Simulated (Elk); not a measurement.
# MnAu: spin-spiral energies, part 2 of 2

Spirals of any wavevector fit in the chemical cell when spin–orbit coupling is left out. What does E(q) of MnAu say of its order and magnons?

Elk 11.2.3 (patched build); LDA (Perdew-Wang); all-electron APW+lo, Dirac cores, scalar-relativistic bands.

So far. Step 2 (Reference state): After 24 cycles the largest moment stands at 3.77 μB.

## (3) One pass at q = (0, 0.25, 0)

One diagonalisation in the potential of q = 0; by the force theorem the spiral's energy is the band energy with the smearing's entropy term, less that of a like pass at q = 0. The total energy that such a pass prints is not self-consistent and is not used.

The input, elk.in:

```
tasks
  1

xctype
  3

rgkmax
  7.0

nempty
  14

swidth
  0.005

reducebf
  0.5

epsengy
  1e-06

maxscl
  1

lmaxi
  2

spinsprl
  .true.

spinpol
  .true.

vqlss
  0.000000 0.250000 0.000000

sppath
  './'

avec
  6.06178422636 0.00000000000 0.00000000000
  0.00000000000 6.06178422636 0.00000000000
  0.00000000000 0.00000000000 6.06178422636

atoms
  2
  'Mn.in'
  1
  0.5000000000 0.5000000000 0.5000000000   -0.000105 0.000000 0.000000
  'Au.in'
  1
  0.0000000000 0.0000000000 0.0000000000   0.000000 0.000000 0.000000

ngridk
  8 8 8
```

Run with:

```bash
OMP_NUM_THREADS=2 elk
```

Numbers of over 12 decimals in the logs are rounded to 6 here.

Output:

```text
┌─────────────────────────┐
│ Elk code version 11.2.3 │
└─────────────────────────┘

All units are atomic (Hartree, Bohr, etc.)

┌──────────────────────────────────────────┐
│ Ground-state run resuming from STATE.OUT │
└──────────────────────────────────────────┘

Lattice vectors :
   6.061784226       0.000000000       0.000000000
   0.000000000       6.061784226       0.000000000
   0.000000000       0.000000000       6.061784226

Species : 1 (Mn)
 muffin-tin radius :    2.399842676
 atomic positions (lattice), magnetic fields (Cartesian) :
  1 :   0.00000000  0.00000000  0.00000000    0.00000000  0.00000000  0.00000000

Species : 2 (Au)
 muffin-tin radius :    2.799816456
 atomic positions (lattice), magnetic fields (Cartesian) :
  1 :   0.50000000  0.50000000  0.50000000    0.00000000  0.00000000  0.00000000

Total number of atoms per unit cell :    2
Total muffin-tin volume :    149.8286900
 ratio of muffin-tin to unit cell volume :   0.6726568398

Spin treatment :
 spin-polarised
 global magnetic field (Cartesian) :    0.000000000       0.000000000       0.000000000
 non-collinear magnetisation
 spin-spiral state assumed
  q-vector (lattice)   :    0.000000000      0.2500000000       0.000000000
  q-vector (Cartesian) :    0.000000000      0.2591310195       0.000000000
  q-vector length      :   0.2591310195

Number of Bravais lattice symmetries :    8
Number of crystal symmetries         :    8
Crystal has no inversion symmetry
Complex Hermitian eigensolver will be used

k-point grid :      8     8     8
k-point offset :    0.000000000       0.000000000       0.000000000
k-point set is reduced with full crystal symmetry group
Total number of k-points :      120

Muffin-tin radius times maximum |G+k| :    7.000000000
 using average radius
Maximum |G+k| for APW functions       :    2.692484189
Maximum (1/2)|G+k|²                   :    3.624735553
Maximum |G| for potential and density :    12.00000000
Constant for pseudocharge density :    8
 order of it for each species :   15  15
 order of it for pair densities of each species (exact exchange by exxq0 0: 15) :    8  11
Radial integration step length :    1

G-vector grid sizes :     24    24    24
Number of G-vectors :     6619

Maximum angular momentum used for
 APW functions            :    8
 outer part of muffin-tin :    6

Number of empty states         :     28
Total number of valence states :    104
Total number of core states    :     58

Third-order local-orbitals added for an l without core states : T
Total number of local-orbitals :     61

Exchange-correlation functional :      3     0     0
 Perdew-Wang/Ceperley-Alder, Phys. Rev. B 45, 13244 (1992)
 gradient requirement :    0
 local density approximation (LDA)

Smearing type :    3
 Fermi-Dirac
Smearing width :   0.5000000000E-02
Effective electronic temperature (K) :    1578.875124

Mixing type :    3
 Broyden mixing, J. Phys. A: Math. Gen. 17, L317 (1984)

Potential read in from STATE.OUT

┌──────────────────────────────┐
│ Self-consistent loop started │
└──────────────────────────────┘

┌─────────────────┐
│ Loop number : 1 │
└─────────────────┘

Reached self-consistent loops maximum

Energies :
 Fermi                       :     0.262352
 sum of occupied eigenvalues :     -12386.782129061
 electron kinetic            :      23039.562786206
 core electron kinetic       :      22034.930182561
 Coulomb                     :     -42828.423454861
 Coulomb potential           :     -34888.948625580
 nuclear-nuclear             :     -1868.1406929685
 electron-nuclear            :     -47078.681167519
 Hartree                     :      6118.3984056265
 Madelung                    :     -25383.949142072
 xc potential                :     -537.14727929282
 xc effective B-field        :    -0.250178
 external B-field            :      0.000000
 exchange                    :     -394.67366667242
 correlation                 :     -10.374291195215
 electron entropic           :    -0.31669564502041E-02
 total energy                :     -20193.911793479
 (external B-field energy excluded from total)

Density of states at Fermi energy :    38.06272935
 (states/Hartree/unit cell)

Estimated indirect band gap :   0.1810855813E-03
 from k-point 43 to k-point 60
Estimated direct band gap   :   0.3500768733E-02
 at k-point 101

Charges :
 core                        :    58.00000000
 valence                     :    46.00000000
 interstitial                :    1.936216300
 muffin-tins (core leakage)
  species : 1 (Mn)
   atom 1                    :    23.63162790     ( -0.3595670538E-05)
  species : 2 (Au)
   atom 1                    :    78.43215580     (  0.9257934792E-04)
 total in muffin-tins        :    102.0637837
 total calculated charge     :    103.9994919
 total charge                :    104.0000000
 error                       :   0.5080686619E-03

Moments :
 interstitial                :   0.1132821113     -0.1675098374E-04 -0.3371427027E-06
 muffin-tins
  species : 1 (Mn)
   atom 1                    :    3.789696695     -0.4754340177E-03 -0.2300281183E-05
  species : 2 (Au)
   atom 1                    :   0.5987186573E-01  0.1547767261E-03 -0.6952639914E-05
 total in muffin-tins        :    3.849568561     -0.3206572917E-03 -0.9252921097E-05
 total moment                :    3.962850672     -0.3374082754E-03 -0.9590063800E-05

┌──────────────────────────────┐
│ Self-consistent loop stopped │
└──────────────────────────────┘
```

Run time: 17 s. Hardware: 2 threads of Intel Xeon 6975P-C (Granite Rapids), shared host; peak memory 0.19 GiB; 34 s of CPU time.

Numbers from this step:

- magnetization: 3.963, 0, 0 μB
- final state: spiral
- largest moment: 3.790 μB

Moments of a spiral are printed for the first cell, in the frame that turns with it; over the crystal the turning parts cancel.

By that sum this spiral lies -34.3 meV a seeded atom from q = 0.

## (4) One pass at q = (0, 0.5, 0)

Edit elk.in of step 3 so:

```diff
@@ -34,3 +34,3 @@
 vqlss
-  0.000000 0.250000 0.000000
+  0.000000 0.500000 0.000000
```

Run with:

```bash
OMP_NUM_THREADS=2 elk
```

Output:

```text
┌─────────────────────────┐
│ Elk code version 11.2.3 │
└─────────────────────────┘

All units are atomic (Hartree, Bohr, etc.)

┌──────────────────────────────────────────┐
│ Ground-state run resuming from STATE.OUT │
└──────────────────────────────────────────┘

Lattice vectors :
   6.061784226       0.000000000       0.000000000
   0.000000000       6.061784226       0.000000000
   0.000000000       0.000000000       6.061784226

Species : 1 (Mn)
 muffin-tin radius :    2.399842676
[...]
error                       :   0.4841507796E-03

Moments :
 interstitial                :   0.9607784953E-01 -0.1426298276E-04 -0.1331704140E-05
 muffin-tins
  species : 1 (Mn)
   atom 1                    :    3.797481808     -0.4204842336E-03 -0.6217365529E-05
  species : 2 (Au)
   atom 1                    :   0.9174616149E-02  0.2328259883E-03  0.1053748564E-05
 total in muffin-tins        :    3.806656424     -0.1876582453E-03 -0.5163616964E-05
 total moment                :    3.902734274     -0.2019212281E-03 -0.6495321104E-05

┌──────────────────────────────┐
│ Self-consistent loop stopped │
└──────────────────────────────┘

[key lines of the parts left out:]
total energy                :     -20193.912450921
```

Wall time 17 s (2 threads); peak memory 0.2 GiB.

Numbers from this step:

```
magnetization  : 3.903, 0, 0 μB
final state    : spiral
largest moment : 3.797 μB
```

By that sum this spiral lies -77.8 meV a seeded atom from q = 0.

## (5) The whole path

Wavevectors, in fractions of the reciprocal vectors: (0, 0, 0); (0, 0.25, 0); (0, 0.5, 0); (0.25, 0.5, 0); (0.5, 0.5, 0); (0, 0, 0). The path runs through Γ, X, M, Γ. Of 14 wavevectors run, these are the ones whose half falls on the k mesh; at the others the two spins are sampled on shifted points, and errors of some meV don't cancel against q = 0.

Table of energy less that at q = 0, frozen potential by path:

```tsv
path (Å⁻¹)	energy less that at q = 0, frozen potential (meV a seeded atom)
0.00	0
0.49	-34.3
0.98	-77.8
1.47	-9.94
1.96	81.6
3.34	0
```

## (6) Outcome

```
lowest point  : (0, 0.5, 0), -77.8 meV a seeded atom (frozen potential)
highest point : (0.5, 0.5, 0), 81.6 meV a seeded atom
```

A spiral at (0, 0.5, 0) lies 78 meV under the state at q = 0, so that state is unstable. There the moments alternate from cell to cell along b of this cell, a collinear order. The force theorem is exact for small turns only; a flat spiral at large q turns neighbours far. The mesh is the same for all points and was not tested: differences of a few meV, and of some ten in a metal, can be noise.

[Logs and program files are shortened in this print: banners, set-up blocks, solver, clock and traceback lines can be left out without a mark of their own.]

[Logs are printed without paths, hosts, clocks, repeated set-up lines and the standing remarks that a program may print on its own settings, such as how far it seeks lower states.]

[Hosts, paths, dates, database ids (printed as entryN), source tags and the programs' standing remarks are cut or masked in the printed files.]

[Where a cell is said to come from a database of computed structures, the database is the Materials Project.]
